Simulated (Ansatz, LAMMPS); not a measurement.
## Amorphous Zn13Cd21Se12S22 (68 atoms): geometry optimisation

How does amorphous Zn13Cd21Se12S22 (68 atoms) relax, and what do bonds, charges and levels look like afterwards?

Main program and level: Ansatz 0.2.0; Kohn-Sham DFT, PBE, PAW (set soft_2, large core), plane waves.

## 1. The starting structure

The cell holds 68 atoms: 13 Zn, 21 Cd, 12 Se and 22 S. Cell: a = 11.980 Å, b = 11.980 Å, c = 11.980 Å, α = 90.0°, β = 90.0°, γ = 90.0°. 68 atoms (13 Zn, 21 Cd, 12 Se, 22 S) placed at random at 4.7 g/cm³, melted at 2500 K for 10 ps at fixed volume with the Stillinger-Weber II-VI potential (Zhou et al., Phys. Rev. B 88, 085309 (2013)). Quenched from 2500 K to 300 K at 100 K/ps and fixed volume, annealed at 700 K for 50 ps, held 5 ps.

Limits known from the start: The quench rate of 100 K/ps far exceeds what a furnace or splat quench reaches, so expect more defects and frozen-in strain than in a real sample. The network of bonds at the start is that of the classical potential that made the cell. The Brillouin zone is sampled at Γ only, in a cell whose shortest periodic width is 12 Å.

## 2. Single point at the start

The forces at the start show how far the geometry lies from a minimum of this functional.

input.yaml

```yaml
crystal:
  lattice:
    - [11.9802, 0.0, 0.0]
    - [0.0, 11.9802, 0.0]
    - [0.0, 0.0, 11.9802]
  atoms:
    - { symbol: Zn, position: [0.40274, 0.35269, 0.2741] }
    - { symbol: Zn, position: [0.33122, 0.18122, 0.12134] }
    - { symbol: Zn, position: [0.1342, 0.32218, 0.02303] }
    - { symbol: Zn, position: [0.68465, 0.7442, 0.95221] }
    [... 58 atom lines left out ...]
    - { symbol: S, position: [0.51193, 0.30568, 0.10234] }
    - { symbol: S, position: [0.09539, 0.65633, 0.20412] }
    - { symbol: S, position: [0.09561, 0.86583, 0.93283] }
    - { symbol: S, position: [0.78794, 0.83831, 0.79956] }
    - { symbol: S, position: [0.90598, 0.09645, 0.9574] }
    - { symbol: S, position: [0.94525, 0.8332, 0.47885] }
kpoints:
  mp_grid: { grid: [1, 1, 1] }
hamiltonian:
  xc: pbe
  pseudopotentials: { kind: paw, core: large }
scf:
  occupations: { method: fermi_dirac, width: 0.05 }
output:
  forces: true
  stress: true
  populations: intrinsic
  dos:
    method: { smearing: { sigma: 0.1 } }
    de: 0.1
    projected: { site_lists: { Cd: [Cd], S: [S], Se: [Se], Zn: [Zn] } }
  eigenvalues: true
```

Started as:

```
$ ansatz run input.yaml --threads 4 --pin off --max-ram 8192MiB --backend cpu --events-out ev --progress --plain --runs-dir out
```

Wall time 48 s (4 threads of Arm Neoverse V1, shared host); peak memory 2.5 GiB; 3.1 min of CPU time.

The program notes that potentials were chosen by core size.

Numbers from this run:

```
free energy                             : -267297.8034 eV
free energy per atom                    : -3930.8500 eV/atom
SCF cycles                              : 17
pressure                                : -0.08858 GPa
r.m.s. force component                  : 0.5188 eV/Å
longest force                           : 1.927 eV/Å
Fermi energy                            : 6.705 eV
levels partly filled by over 2 per cent : 4
```

The r.m.s. force component of 0.52 eV/Å and the pressure of -0.089 GPa set the starting point.

Neighbours are counted within 3.31 Å (S-Cd), 2.88 Å (S-Zn), 3.09 Å (Cd-Se), 3.12 Å (Zn-Se).

Length of the force by element and coordination:

```tsv
element	coordination	atoms	mean length of the force (eV/Å)	spread	least	most
Cd	all	21	0.690	0.295	0.310	1.44
Cd	2	1	0.631	0	0.631	0.631
Cd	3	7	0.715	0.178	0.434	0.973
Cd	4	12	0.702	0.357	0.310	1.44
Cd	5	1	0.417	0	0.417	0.417
S	all	22	1.01	0.389	0.308	1.93
S	2	1	1.24	0	1.24	1.24
S	3	6	1.23	0.257	0.690	1.46
S	4	13	0.959	0.396	0.342	1.93
S	5	2	0.575	0.266	0.308	0.841
Se	all	12	0.763	0.427	0.274	1.56
Se	2	1	1.06	0	1.06	1.06
Se	3	5	0.596	0.353	0.293	1.27
Se	4	6	0.853	0.464	0.274	1.56
Zn	all	13	0.725	0.321	0.314	1.66
Zn	2	1	0.831	0	0.831	0.831
Zn	3	3	1.08	0.450	0.564	1.66
Zn	4	9	0.596	0.151	0.314	0.804
```

## 3. Cell and atoms relaxed

The cell is relaxed with the atoms, since the starting lattice needn't suit this functional.

input.yaml, the sections that differ from step 2:

```yaml
output:
  forces: true
relax:
  f_tol: 0.05
  max_steps: 123
  cell: {}
# crystal, kpoints, hamiltonian, scf: as in step 2
```

The job ended after 23 min (4 threads; peak memory 2.5 GiB).

Step by step (22 of 51):

```tsv
step	energy less that of the first step (eV)	largest force component (eV/Å)	pressure (GPa)	volume (Å³)
1	0.0000	1.6643	-0.09	1719.46
3	-5.2774	0.5685	0.34	1711.89
6	-7.0433	0.3182	-0.02	1745.41
8	-7.8868	0.2370	-0.02	1758.08
11	-8.8908	0.2624	-0.03	1775.81
13	-9.3062	0.2049	0.01	1779.61
15	-9.6217	0.1490	0.03	1776.68
18	-10.0695	0.2306	-0.03	1771.77
20	-10.2564	0.1402	0.05	1765.04
22	-10.3666	0.1645	0.02	1774.82
25	-10.7748	0.6364	0.00	1792.54
27	-11.0823	0.1420	-0.02	1797.47
30	-11.3738	0.1590	0.00	1780.81
32	-11.4207	0.0857	-0.01	1779.65
34	-11.4359	0.1257	0.01	1779.35
37	-11.4734	0.1127	0.00	1779.74
39	-11.5394	0.1209	-0.01	1782.79
41	-11.6549	0.1139	-0.01	1788.90
44	-11.7387	0.2004	-0.06	1798.14
46	-11.7648	0.0838	0.02	1792.71
49	-11.8177	0.0461	0.03	1792.71
51	-11.8227	0.0311	0.01	1793.88
```

Relaxation steps 34, 45 were tried and not accepted.

```tsv
cell as run	before	after	change
a (Å)	11.980	11.546	-3.6 %
b (Å)	11.980	13.065	+9.1 %
c (Å)	11.980	11.929	-0.4 %
α (°)	90.00	91.77	+2.0 %
β (°)	90.00	88.67	-1.5 %
γ (°)	90.00	94.00	+4.4 %
volume (Å³/atom)	25.29	26.38	+4.3 %
```

The atoms that moved most (Å, as changes of fractional coordinates times the final cell):

```tsv
atom	dx	dy	dz	length
Cd32	1.205	-2.485	-2.326	3.611
Cd15	2.155	-0.935	-0.968	2.541
Cd20	-0.591	2.131	-0.342	2.238
Cd14	0.077	-0.652	-1.973	2.080
Cd24	-1.357	0.406	1.460	2.034
S66	-1.970	-0.497	-0.098	2.034
Cd33	-1.502	0.748	-0.805	1.861
Zn2	1.289	-0.378	-0.570	1.459
```

The relaxation changed the energy by -174 meV/atom, and atoms moved by 1.0 Å r.m.s., 3.6 Å at most.

## 4. Structure statistics after relaxation

Bonds before and after, by the cutoffs listed below:

```tsv
pair	bonds before	bonds after	mean before (Å)	mean after (Å)	spread before (Å)	spread after (Å)
S-Cd	44	45	2.608	2.601	0.106	0.085
S-Zn	36	35	2.456	2.357	0.093	0.092
Cd-Se	32	34	2.711	2.729	0.183	0.118
Zn-Se	11	11	2.515	2.474	0.110	0.051
```

Density 4.50 g/cm³, 26.38 Å³ an atom.

Pair distribution functions g(r), in bins of 0.2 Å:

```tsv
r (Å)	total	S-S	S-Cd	S-Zn	S-Se	Cd-Cd	Cd-Zn
2.20	0.60	0.00	0.00	4.36	0.52	0.00	0.00
2.40	1.79	0.00	0.77	10.29	0.00	0.00	0.00
2.60	2.54	0.00	8.31	1.13	0.00	0.00	0.00
2.80	1.02	0.00	1.04	0.00	0.00	0.39	0.00
3.00	0.17	0.00	0.51	0.00	0.00	0.00	0.00
3.20	0.15	0.00	0.00	0.00	0.00	0.32	0.27
3.40	0.45	0.76	0.13	0.42	0.00	0.27	1.12
3.60	0.79	0.69	0.24	0.00	1.04	1.21	2.01
3.80	1.40	2.62	0.42	0.35	2.38	2.23	1.99
4.00	1.62	3.86	0.29	0.31	2.19	1.85	3.09
4.20	1.62	2.54	0.96	0.98	3.25	2.55	1.61
4.40	1.23	1.54	0.81	1.29	1.81	1.83	1.75
4.60	1.21	1.09	0.81	1.42	2.06	0.77	2.10
4.80	0.94	0.13	1.41	1.31	0.83	0.85	0.69
5.00	0.75	0.59	1.60	1.10	0.11	0.39	0.22
5.20	0.66	0.43	1.20	1.02	0.20	0.24	0.19
5.40	0.80	0.60	0.90	1.19	0.65	0.45	1.25
5.60	0.95	0.56	1.19	1.44	0.69	1.04	0.33
```

Bonds by pair of elements; cutoffs follow the first minimum of g(r), held within bounds set by covalent radii, and pairs that aren't listed don't count as bonded:

```tsv
pair A-B	cutoff (Å)	bonds	mean length (Å)	spread (Å)	shortest (Å)	B about A	A about B
S-Cd	2.93	45	2.60	0.085	2.45	2.04	2.14
S-Zn	2.98	35	2.36	0.092	2.23	1.59	2.69
S-Se	2.54	1	2.26	0	2.26	0.045	0.083
Cd-Se	3.33	34	2.73	0.118	2.56	1.62	2.83
Zn-Se	2.93	11	2.47	0.051	2.39	0.846	0.917
```

How many atoms have how many bonded neighbours:

```tsv
element	mean	2	3	4	5
Cd	3.76	1	5	13	2
S	3.68	0	7	15	0
Se	3.83	0	3	8	1
Zn	3.54	0	6	7	0
```

Bond angles (no mean is given where the spread exceeds 20°):

```tsv
angle	count	mean (°)	spread (°)
Cd-S-Zn	62	110	13.7
S-Cd-Se	59	110	17.7
Cd-Se-Cd	36	-	-
S-Cd-S	34	111	12.6
S-Zn-S	33	114	11.1
```

Bond length by coordination (bonds to H left out):

```tsv
element	coordination	atoms	mean bond length (Å)
Cd	2	1	2.62
Cd	3	5	2.61
Cd	4	13	2.64
Cd	5	2	2.80
S	3	7	2.41
S	4	15	2.52
Se	3	3	2.57
Se	4	8	2.66
Se	5	1	2.83
Zn	3	6	2.32
Zn	4	7	2.43
```

Rings of the network by King's shortest-path rule, up to 12 atoms, one path for each pair of neighbours; H, halogens, alkali and alkaline-earth atoms are left out, and the last column divides by all other atoms, bonded or not:

```tsv
ring size (atoms)	rings	per network atom
4	13	0.191
5	1	0.015
6	62	0.912
7	1	0.015
8	37	0.544
9	1	0.015
10	1	0.015
```

Counting bonds as in the table, 62 % of Cd atoms have 4, 68 % of S atoms have 4, 67 % of Se atoms have 4 and 54 % of Zn atoms have 4 bonded neighbours. The Cd-S-Zn angle averages 110° with a spread of 14°. Rings of 6 atoms are the most common (53 % of those counted); sizes run from 4 to 10.

## 5. Single point at the relaxed geometry

One more single point at the end of the walk gives the fuller output and checks the residual forces.

input.yaml

```yaml
crystal:
  lattice:
    - [11.53744, -0.42732, 0.13235]
    - [-0.42732, 13.05691, -0.19059]
    - [0.13235, -0.19059, 11.92677]
  atoms:
    - { symbol: Zn, position: [0.40205, 0.34915, 0.2757] }
    - { symbol: Zn, position: [0.44251, 0.15517, 0.07186] }
    - { symbol: Zn, position: [0.21614, 0.31601, 0.07629] }
    - { symbol: Zn, position: [0.63012, 0.72266, 0.97567] }
    [... 58 atom lines left out ...]
    - { symbol: S, position: [0.51187, 0.32611, 0.10552] }
    - { symbol: S, position: [0.09208, 0.67455, 0.18867] }
    - { symbol: S, position: [0.15475, 0.89786, 0.94584] }
    - { symbol: S, position: [0.61567, 0.79453, 0.79255] }
    - { symbol: S, position: [0.91018, 0.10953, 0.99268] }
    - { symbol: S, position: [0.90511, 0.81329, 0.41489] }
kpoints:
  mp_grid: { grid: [1, 1, 1] }
hamiltonian:
  xc: pbe
  pseudopotentials: { kind: paw, core: large }
scf:
  occupations: { method: fermi_dirac, width: 0.05 }
output:
  forces: true
  stress: true
  populations: true
  dos:
    method: { smearing: { sigma: 0.1 } }
    de: 0.1
    projected: { site_lists: { Cd: [Cd], S: [S], Se: [Se], Zn: [Zn] } }
  eigenvalues: true
  write_density: true
  write_potential: true
  volumetric_format: npy
```

It took 46 s on 4 threads; peak memory 2.5 GiB.

The run gave:

```yaml
free_energy: -267309.6261 eV
free_energy_per_atom: -3931.0239 eV/atom
scf_cycles: 13
pressure: 0.01291 GPa
r_m_s_force_component: 0.01012 eV/Å
longest_force: 0.03671 eV/Å
fermi_energy: 6.276 eV
spacing_of_highest_filled_and_lowest_empty_level: 1.001 eV
spilling_of_the_projection: 0.008517
```

Löwdin charges by element and coordination (they lack the spilled electrons, 0.098 e an atom on average):

```tsv
element	coordination	atoms	mean charge (e)	spread	least	most
Cd	all	21	1.18	0.0787	0.940	1.23
Cd	2	1	0.940	0	0.940	0.940
Cd	3	5	1.12	0.0813	0.959	1.18
Cd	4	13	1.22	0.0138	1.19	1.23
Cd	5	2	1.21	0.0012	1.21	1.21
S	all	22	-1.02	0.120	-1.10	-0.486
S	3	7	-0.934	0.183	-1.03	-0.486
S	4	15	-1.06	0.0213	-1.10	-1.01
Se	all	12	-0.970	0.148	-1.05	-0.495
Se	3	3	-0.797	0.214	-0.964	-0.495
Se	4	8	-1.02	0.0263	-1.05	-0.976
Se	5	1	-1.05	0	-1.05	-1.05
Zn	all	13	1.22	0.0168	1.20	1.25
Zn	3	6	1.21	0.0089	1.20	1.23
Zn	4	7	1.24	0.0115	1.22	1.25
```

Density of states as counts of states in windows of 1 eV (from the Fermi level), total and the larger projections:

```tsv
from (eV)	to (eV)	total	Cd d	Zn d	S p	Se p	Cd s
-10	-9	3.2	3.0	0.0	0.1	0.1	0.0
-9	-8	205.8	196.2	1.5	3.5	1.8	0.4
-8	-7	66.9	1.9	61.1	2.4	0.4	0.3
-7	-6	64.1	0.7	60.3	1.4	0.6	0.2
-6	-5	19.9	0.6	1.2	8.3	3.4	2.4
-5	-4	39.7	1.0	1.4	17.2	8.3	6.9
-4	-3	35.3	0.8	0.9	20.1	8.5	2.3
-3	-2	56.1	1.3	1.3	33.4	16.2	1.0
-2	-1	49.5	1.2	1.0	24.8	20.0	0.5
-1	0	3.7	0.1	0.0	1.0	1.0	0.8
0	1	2.0	0.0	0.0	0.4	0.2	0.8
1	2	19.8	0.1	0.0	3.3	2.6	7.2
2	3	35.2	0.1	0.1	4.8	3.1	8.5
3	4	34.7	0.1	0.0	4.0	1.9	3.6
4	5	39.3	0.0	0.0	2.0	0.9	1.2
```

Between -26 and -10 eV lie 68 more states.

The stored curve holds about 612 of the 780 electrons; the rest, give or take the few that broadening carries across the Fermi level, lie in deeper levels below its range.

The levels nearest the highest filled one (over half full), pooled over k-points and spins:

```tsv
level less the highest filled one (eV)	occupation
-0.687	2
-0.609	2
-0.574	2
-0.502	2
-0.462	2
0	2
1.00	0
1.73	0
1.97	0
2.06	0
2.14	0
2.15	0
```

Mean Löwdin charges: Cd +1.18, S -1.02, Se -0.97, Zn +1.22 e (they miss 0.85 % of the electrons, so they add up to more than the cell's charge).

## 6. Results

```yaml
energy_change_in_the_relaxation: -173.9 meV/atom
r_m_s_displacement: 1.049 Å
largest_displacement: 3.611 Å
free_energy_per_atom: -3931.0239 eV/atom
pressure: 0.01291 GPa
r_m_s_force_component: 0.01012 eV/Å
spacing_of_highest_filled_and_lowest_empty_level: 1.001 eV
wall_time_of_the_3_dft_runs: 25 min
```

**Reading.** Relaxation lowers the energy by 174 meV/atom and moves atoms by 1.0 Å r.m.s.; the r.m.s. force component goes from 0.52 to 0.010 eV/Å, the pressure goes from -0.089 to 0.013 GPa. Displacements are taken in the final cell, so they leave out its strain. By the final cutoffs 14 of 123 bonded pairs parted and 17 joined. The cell grew by 4.3 % in volume. From the first step to the last the energy fell by 11.823 eV, and the largest move was 3.61 Å (Cd32). The S-Zn bonds change most in mean length: from 2.456 Å (spread 0.093) to 2.357 Å (spread 0.092), and their number from 36 to 35. Counting bonds as in the table, 62 % of Cd atoms have 4, 68 % of S atoms have 4, 67 % of Se atoms have 4 and 54 % of Zn atoms have 4 bonded neighbours. The highest filled and lowest empty levels differ by 1.00 eV (at Γ alone); a semilocal functional tends to put such gaps too low. In a disordered cell it changes from sample to sample, and tail or defect levels can set it.

**Limits.** The starting topology of bonds comes from the classical model; in DFT 14 of its 123 bonded pairs passed out of the cutoffs and 17 came within them. The cell edges changed by -4, +9 and -0 % with the Γ point alone; in so small a cell a change of shape can follow the discrete levels, so shape, energy gain and any gap at the end may be artefacts of the sampling.

[Logs are printed without paths, hosts, clocks, repeated set-up lines and the standing remarks that a program may print on its own settings, such as how far it seeks lower states.]

[Hosts, paths, dates, database ids (printed as entryN), source tags and the programs' standing remarks are cut or masked in the printed files.]
